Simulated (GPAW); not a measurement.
# C/Ir(100): work function by functional and basis, part 2 of 3

How far do functional and basis move the work function of C/Ir(100)?

GPAW 26.7.0; GPAW, PAW setups; slab in vacuum, relaxation (the session's first sound run).

So far, upper work function (eV): step 2 (relaxing the atoms) 6.19; step 3 (the slab's potential) 6.19.

### 4. OptPBE vdW: xc = "optPBE-vdW"

The same geometry under optPBE-vdW, to see how far the functional moves the levels against the vacuum (the van der Waals functionals take revPBE setups).

run.py

```python
import json
import numpy as np
from ase import Atoms
from gpaw import GPAW, PW

slab = Atoms(
    ['Ir', 'Ir', 'Ir', 'Ir', 'C'],
    positions=[
        [1.35765, 1.35765, 7.00000],
        [0.00000, 0.00000, 8.92000],
        [1.35765, 1.35765, 10.82236],
        [-0.00000, -0.00000, 12.93712],
        [1.35765, 0.00000, 14.22624]],
    cell=[[2.71529, 0.0, 0.0], [0.0, 2.71529, 0.0], [0.0, 0.0, 21.45284]],
    pbc=[True, True, False])

slab.calc = GPAW(mode=PW(500), xc='optPBE-vdW', kpts={'size': (12, 12, 1), 'gamma': True},
                 occupations={'name': 'fermi-dirac', 'width': 0.1}, nbands='160%',
                 convergence={'density': 1e-05}, maxiter=200,
                 poissonsolver={'dipolelayer': 'xy'},
                 symmetry={'tolerance': 1e-3}, txt='slab.txt')
result = {}
energy = slab.get_potential_energy()
fermi = slab.calc.get_fermi_level()
v = slab.calc.get_electrostatic_potential().mean((0, 1)) - fermi
n = slab.calc.get_pseudo_density().mean((0, 1))
L = slab.cell[2, 2]
z = np.arange(len(v)) * L / len(v)
low, high = slab.positions[:, 2].min(), slab.positions[:, 2].max()
below, above = np.interp([low - 4.8, high + 4.8], z, v)
slopes = [np.interp(x, z, np.gradient(v, z)) for x in (low - 4.8, high + 4.8)]
eps = np.array([[slab.calc.get_eigenvalues(k, s) for k in range(len(slab.calc.get_ibz_k_points()))]
                for s in range(slab.calc.get_number_of_spins())]) - fermi
top, bottom = eps[eps < 0].max(), eps[eps > 0].min()
dipole = slab.get_dipole_moment()[2]
print(f'energy {energy:.4f} eV, Fermi level {fermi:.4f} eV, dipole {dipole:.5f} e A')
print(f'potential 4.8 A off the faces, from the Fermi level: lower {below:.4f} eV, upper {above:.4f} eV')
print(f'slope of the potential there: lower {slopes[0]:.5f}, upper {slopes[1]:.5f} eV/A')
print(f'nearest levels on the mesh: {top:.4f} and {bottom:.4f} eV')
print('magnetic moment', round(slab.get_magnetic_moment(), 3))
result.update(energy=energy, fermi=fermi, dipole=dipole, below=below, above=above, slopes=slopes, edges=[top, bottom],
              z=z.tolist(), v=v.tolist(), n=n.tolist(), positions=slab.positions.tolist(),
              forces=slab.get_forces(apply_constraint=False).tolist(), moments=slab.get_magnetic_moments().tolist())
json.dump(result, open('result.json', 'w'))
```

Launch:

```sh
OMP_NUM_THREADS=1 OPENBLAS_NUM_THREADS=1 python run.py
```

The log of the run:

```text
energy -108.7690 eV, Fermi level 2.0628 eV, dipole -0.03262 e A
potential 4.8 A off the faces, from the Fermi level: lower 5.6387 eV, upper 6.4415 eV
slope of the potential there: lower -0.00065, upper 0.00012 eV/A
nearest levels on the mesh: -0.0002 and 0.0012 eV
magnetic moment 0.0
```

It took 4.1 min on 1 thread of Arm Neoverse V2, shared host; peak memory 0.51 GiB.

This step gave:

- dipole along the normal: -0.03262 e·Å
- levels nearest the Fermi level on the mesh: -2.11e-4, 0.001247 eV from the Fermi level
- upper work function: 6.441 eV
- lower work function: 5.639 eV

Electrostatic potential energy of an electron (without an applied field's), less the Fermi level, planar mean against z:

```
z (Å)  electrostatic potential energy of an electron (without an applied field's), less the Fermi level, planar mean (eV)
  0.0                                                                                                                6.04
  0.5                                                                                                                5.64
  1.0                                                                                                                5.64
  1.5                                                                                                                5.64
  2.0                                                                                                                5.64
  2.5                                                                                                                5.64
  3.0                                                                                                                5.64
  3.5                                                                                                                5.63
  4.0                                                                                                                5.61
  4.5                                                                                                                5.54
  5.0                                                                                                                5.28
  5.5                                                                                                                4.33
  6.0                                                                                                               0.733
  6.5                                                                                                               -11.8
  7.0                                                                                                               -25.8
  7.5                                                                                                               -12.7
  8.0                                                                                                               -4.53
  8.5                                                                                                               -16.1
  9.0                                                                                                               -26.1
  9.5                                                                                                               -10.8
 10.0                                                                                                               -5.64
 10.5                                                                                                               -19.5
 11.0                                                                                                               -23.9
 11.5                                                                                                               -7.27
 12.0                                                                                                               -3.16
 12.5                                                                                                               -15.5
 13.0                                                                                                               -26.4
 13.5                                                                                                               -11.8
 14.0                                                                                                               -9.24
 14.5                                                                                                               -4.98
 15.0                                                                                                                3.92
 15.5                                                                                                                5.94
 16.0                                                                                                                6.34
 16.5                                                                                                                6.42
 17.0                                                                                                                6.44
 17.5                                                                                                                6.44
 18.0                                                                                                                6.44
 18.5                                                                                                                6.44
 19.0                                                                                                                6.44
 19.5                                                                                                                6.44
 20.0                                                                                                                6.44
 20.5                                                                                                                6.44
 21.0                                                                                                                6.43
```

The pseudo valence density, planar mean oscillates, so the rows of the table below give means over windows of 1 Å about each position, cut where the curve ends. Its maxima inside the range that stand out by 2 % of the span (Å: e/Å³): 7.1: 1.93, 9.0: 1.95, 10.7: 1.92, 13.0: 1.94. Its minima: 8.0: 0.493, 10.0: 0.507, 11.9: 0.368.

Pseudo valence density, planar mean against z; means over each step:

```
z (Å)  pseudo valence density, planar mean (e/Å³)
    3                                      1.1e-4
    4                                     0.00135
    5                                      0.0181
    6                                       0.275
    7                                        1.46
    8                                       0.643
    9                                        1.45
   10                                       0.691
   11                                        1.40
   12                                       0.512
   13                                        1.47
   14                                       0.576
   15                                       0.173
   16                                     0.00887
   17                                      3.8e-4
   18                                      1.7e-5
```

Force by atom:

```
atom  x (eV/Å)  y (eV/Å)  z (eV/Å)   size
 Ir1     0.000     0.000     0.087  0.087
 Ir2     0.000     0.000    -0.661  0.661
 Ir3     0.000     0.000     0.128  0.128
 Ir4     0.000     0.000     0.021  0.021
  C5     0.000     0.000     0.426  0.426
```

The upper face's work function is 6.441 eV, against 6.193 eV in the first plane-wave PBE run at this geometry.

### 5. Self-consistent run: xc = "RPBE"

The same geometry under RPBE, to see how far the functional moves the levels against the vacuum.

run.py, as its differences from that of step 4:

```diff
@@ -16,3 +16,3 @@
 
-slab.calc = GPAW(mode=PW(500), xc='optPBE-vdW', kpts={'size': (12, 12, 1), 'gamma': True},
+slab.calc = GPAW(mode=PW(500), xc='RPBE', kpts={'size': (12, 12, 1), 'gamma': True},
                  occupations={'name': 'fermi-dirac', 'width': 0.1}, nbands='160%',
```

The log of the run:

```text
energy -39.2368 eV, Fermi level 2.2996 eV, dipole -0.03121 e A
potential 4.8 A off the faces, from the Fermi level: lower 5.3227 eV, upper 6.0908 eV
slope of the potential there: lower -0.00045, upper 0.00010 eV/A
nearest levels on the mesh: -0.0035 and 0.0027 eV
magnetic moment 0.0
```

Elapsed: 3.9 min, on 1 thread; peak memory 0.38 GiB.

This step gave:

```
dipole along the normal                    : -0.03121 e·Å
levels nearest the Fermi level on the mesh : -0.003490, 0.002711 eV from the Fermi level
upper work function                        : 6.091 eV
lower work function                        : 5.323 eV
```

The electrostatic potential energy of an electron (without an applied field's), less the Fermi level, planar mean oscillates, so the rows of the table below give means over windows of 1.92 Å about each position, cut where the curve ends. Its maxima inside the range that stand out by 2 % of the span (Å: eV): 7.9: -4.38, 9.9: -4.93, 11.9: -2.58, 13.8: -7.44. Its minima: 7.0: -26.0, 8.9: -26.8, 10.8: -26.5, 12.9: -26.9, 14.2: -11.6.

Electrostatic potential energy of an electron (without an applied field's), less the Fermi level, planar mean against z; means over each step:

z (Å), electrostatic potential energy of an electron (without an applied field's), less the Fermi level, planar mean (eV) and a bar from the least value:
```
     0.96        5.4 #############################
     2.88        5.3 #############################
     4.80        4.9 ############################
     6.72      -12.6 ###
     8.64      -14.8 
    10.56      -14.8 
    12.48      -13.9 #
    14.40       -4.3 ###############
    16.32        6.0 ##############################
    18.24        6.1 ##############################
    20.16        6.1 ##############################
```

The upper face's work function is 6.091 eV, against 6.193 eV in the first plane-wave PBE run at this geometry.

### 6. Self-consistent run: xc = "revPBE"

The same geometry under revPBE, to see how far the functional moves the levels against the vacuum.

run.py, as its differences from that of step 5:

```diff
@@ -16,3 +16,3 @@
 
-slab.calc = GPAW(mode=PW(500), xc='RPBE', kpts={'size': (12, 12, 1), 'gamma': True},
+slab.calc = GPAW(mode=PW(500), xc='revPBE', kpts={'size': (12, 12, 1), 'gamma': True},
                  occupations={'name': 'fermi-dirac', 'width': 0.1}, nbands='160%',
```

The log of the run:

```text
energy -39.7365 eV, Fermi level 2.2845 eV, dipole -0.03041 e A
potential 4.8 A off the faces, from the Fermi level: lower 5.3419 eV, upper 6.0904 eV
slope of the potential there: lower -0.00043, upper 0.00010 eV/A
nearest levels on the mesh: -0.0036 and 0.0024 eV
magnetic moment 0.0
```

It took 4 min on 1 thread; peak memory 0.38 GiB.

This step gave:

* dipole along the normal: -0.03041 e·Å
* levels nearest the Fermi level on the mesh: -0.003643, 0.002423 eV from the Fermi level
* upper work function: 6.090 eV
* lower work function: 5.342 eV

The electrostatic potential energy of an electron (without an applied field's), less the Fermi level, planar mean oscillates, so the rows of the table below give means over windows of 1.92 Å about each position, cut where the curve ends. Its maxima inside the range that stand out by 2 % of the span (Å: eV): 7.9: -4.36, 9.9: -4.91, 11.9: -2.56, 13.8: -7.42. Its minima: 7.0: -26.0, 8.9: -26.8, 10.8: -26.5, 12.9: -26.9, 14.2: -11.6.

The electrostatic potential energy of an electron (without an applied field's), less the Fermi level, planar mean by z; means over each step:

z (Å), electrostatic potential energy of an electron (without an applied field's), less the Fermi level, planar mean (eV) and a bar from the least value:
```
     0.96        5.4 #############################
     2.88        5.3 #############################
     4.80        4.9 ############################
     6.72      -12.6 ###
     8.64      -14.8 
    10.56      -14.7 
    12.48      -13.9 #
    14.40       -4.3 ###############
    16.32        6.0 ##############################
    18.24        6.1 ##############################
    20.16        6.1 ##############################
```

The upper face's work function is 6.090 eV, against 6.193 eV in the first plane-wave PBE run at this geometry.

### 7. Self-consistent run: xc = "LDA"

The same geometry under LDA, to see how far the functional moves the levels against the vacuum.

run.py, as its differences from that of step 6:

```diff
@@ -16,3 +16,3 @@
 
-slab.calc = GPAW(mode=PW(500), xc='revPBE', kpts={'size': (12, 12, 1), 'gamma': True},
+slab.calc = GPAW(mode=PW(500), xc='LDA', kpts={'size': (12, 12, 1), 'gamma': True},
                  occupations={'name': 'fermi-dirac', 'width': 0.1}, nbands='160%',
```

The log of the run:

```text
energy -48.2544 eV, Fermi level 1.8840 eV, dipole -0.02495 e A
potential 4.8 A off the faces, from the Fermi level: lower 5.8314 eV, upper 6.4460 eV
slope of the potential there: lower -0.00030, upper 0.00011 eV/A
nearest levels on the mesh: -0.0042 and 0.0003 eV
magnetic moment 0.0
```

Elapsed: 3.9 min, on 1 thread; peak memory 0.38 GiB.

Numbers from this step:

```
dipole along the normal                    : -0.02495 e·Å
levels nearest the Fermi level on the mesh : -0.004158, 2.99e-4 eV from the Fermi level
upper work function                        : 6.446 eV
lower work function                        : 5.831 eV
```

The electrostatic potential energy of an electron (without an applied field's), less the Fermi level, planar mean oscillates, so the rows of the table below give means over windows of 1.92 Å about each position, cut where the curve ends. Its maxima inside the range that stand out by 2 % of the span (Å: eV): 7.9: -3.92, 9.9: -4.47, 11.9: -2.14, 13.8: -7.04. Its minima: 7.0: -25.6, 8.9: -26.4, 10.8: -26.2, 12.9: -26.6, 14.2: -11.2.

Table of electrostatic potential energy of an electron (without an applied field's), less the Fermi level, planar mean by z; means over each step:

z (Å), electrostatic potential energy of an electron (without an applied field's), less the Fermi level, planar mean (eV) and a bar from the least value:
```
     0.96        5.9 #############################
     2.88        5.8 #############################
     4.80        5.4 ############################
     6.72      -12.2 ###
     8.64      -14.4 
    10.56      -14.3 
    12.48      -13.5 #
    14.40       -3.9 ###############
    16.32        6.3 ##############################
    18.24        6.4 ##############################
    20.16        6.4 ##############################
```

The upper face's work function is 6.446 eV, against 6.193 eV in the first plane-wave PBE run at this geometry.

### 8. Self-consistent run: xc = "vdW-DF2"

The same geometry under vdW-DF2, to see how far the functional moves the levels against the vacuum (the van der Waals functionals take revPBE setups).

run.py, as its differences from that of step 7:

```diff
@@ -16,3 +16,3 @@
 
-slab.calc = GPAW(mode=PW(500), xc='LDA', kpts={'size': (12, 12, 1), 'gamma': True},
+slab.calc = GPAW(mode=PW(500), xc='vdW-DF2', kpts={'size': (12, 12, 1), 'gamma': True},
                  occupations={'name': 'fermi-dirac', 'width': 0.1}, nbands='160%',
```

The log of the run:

```text
energy -669.4083 eV, Fermi level 2.0930 eV, dipole -0.03549 e A
potential 4.8 A off the faces, from the Fermi level: lower 5.7522 eV, upper 6.6255 eV
slope of the potential there: lower -0.00077, upper 0.00016 eV/A
nearest levels on the mesh: -0.0039 and 0.0003 eV
magnetic moment 0.0
```

Run time: 4.5 min. Hardware: 1 thread; peak memory 0.51 GiB.

This step gave:

- dipole along the normal: -0.03549 e·Å
- levels nearest the Fermi level on the mesh: -0.003903, 2.92e-4 eV from the Fermi level
- upper work function: 6.625 eV
- lower work function: 5.752 eV

The upper face's work function is 6.625 eV, against 6.193 eV in the first plane-wave PBE run at this geometry.

[end of part 2 of 3]

[Logs are printed without paths, hosts, clocks, repeated set-up lines and the standing remarks that a program may print on its own settings, such as how far it seeks lower states.]

[Hosts, paths, dates, database ids (printed as entryN), source tags and the programs' standing remarks are cut or masked in the printed files.]
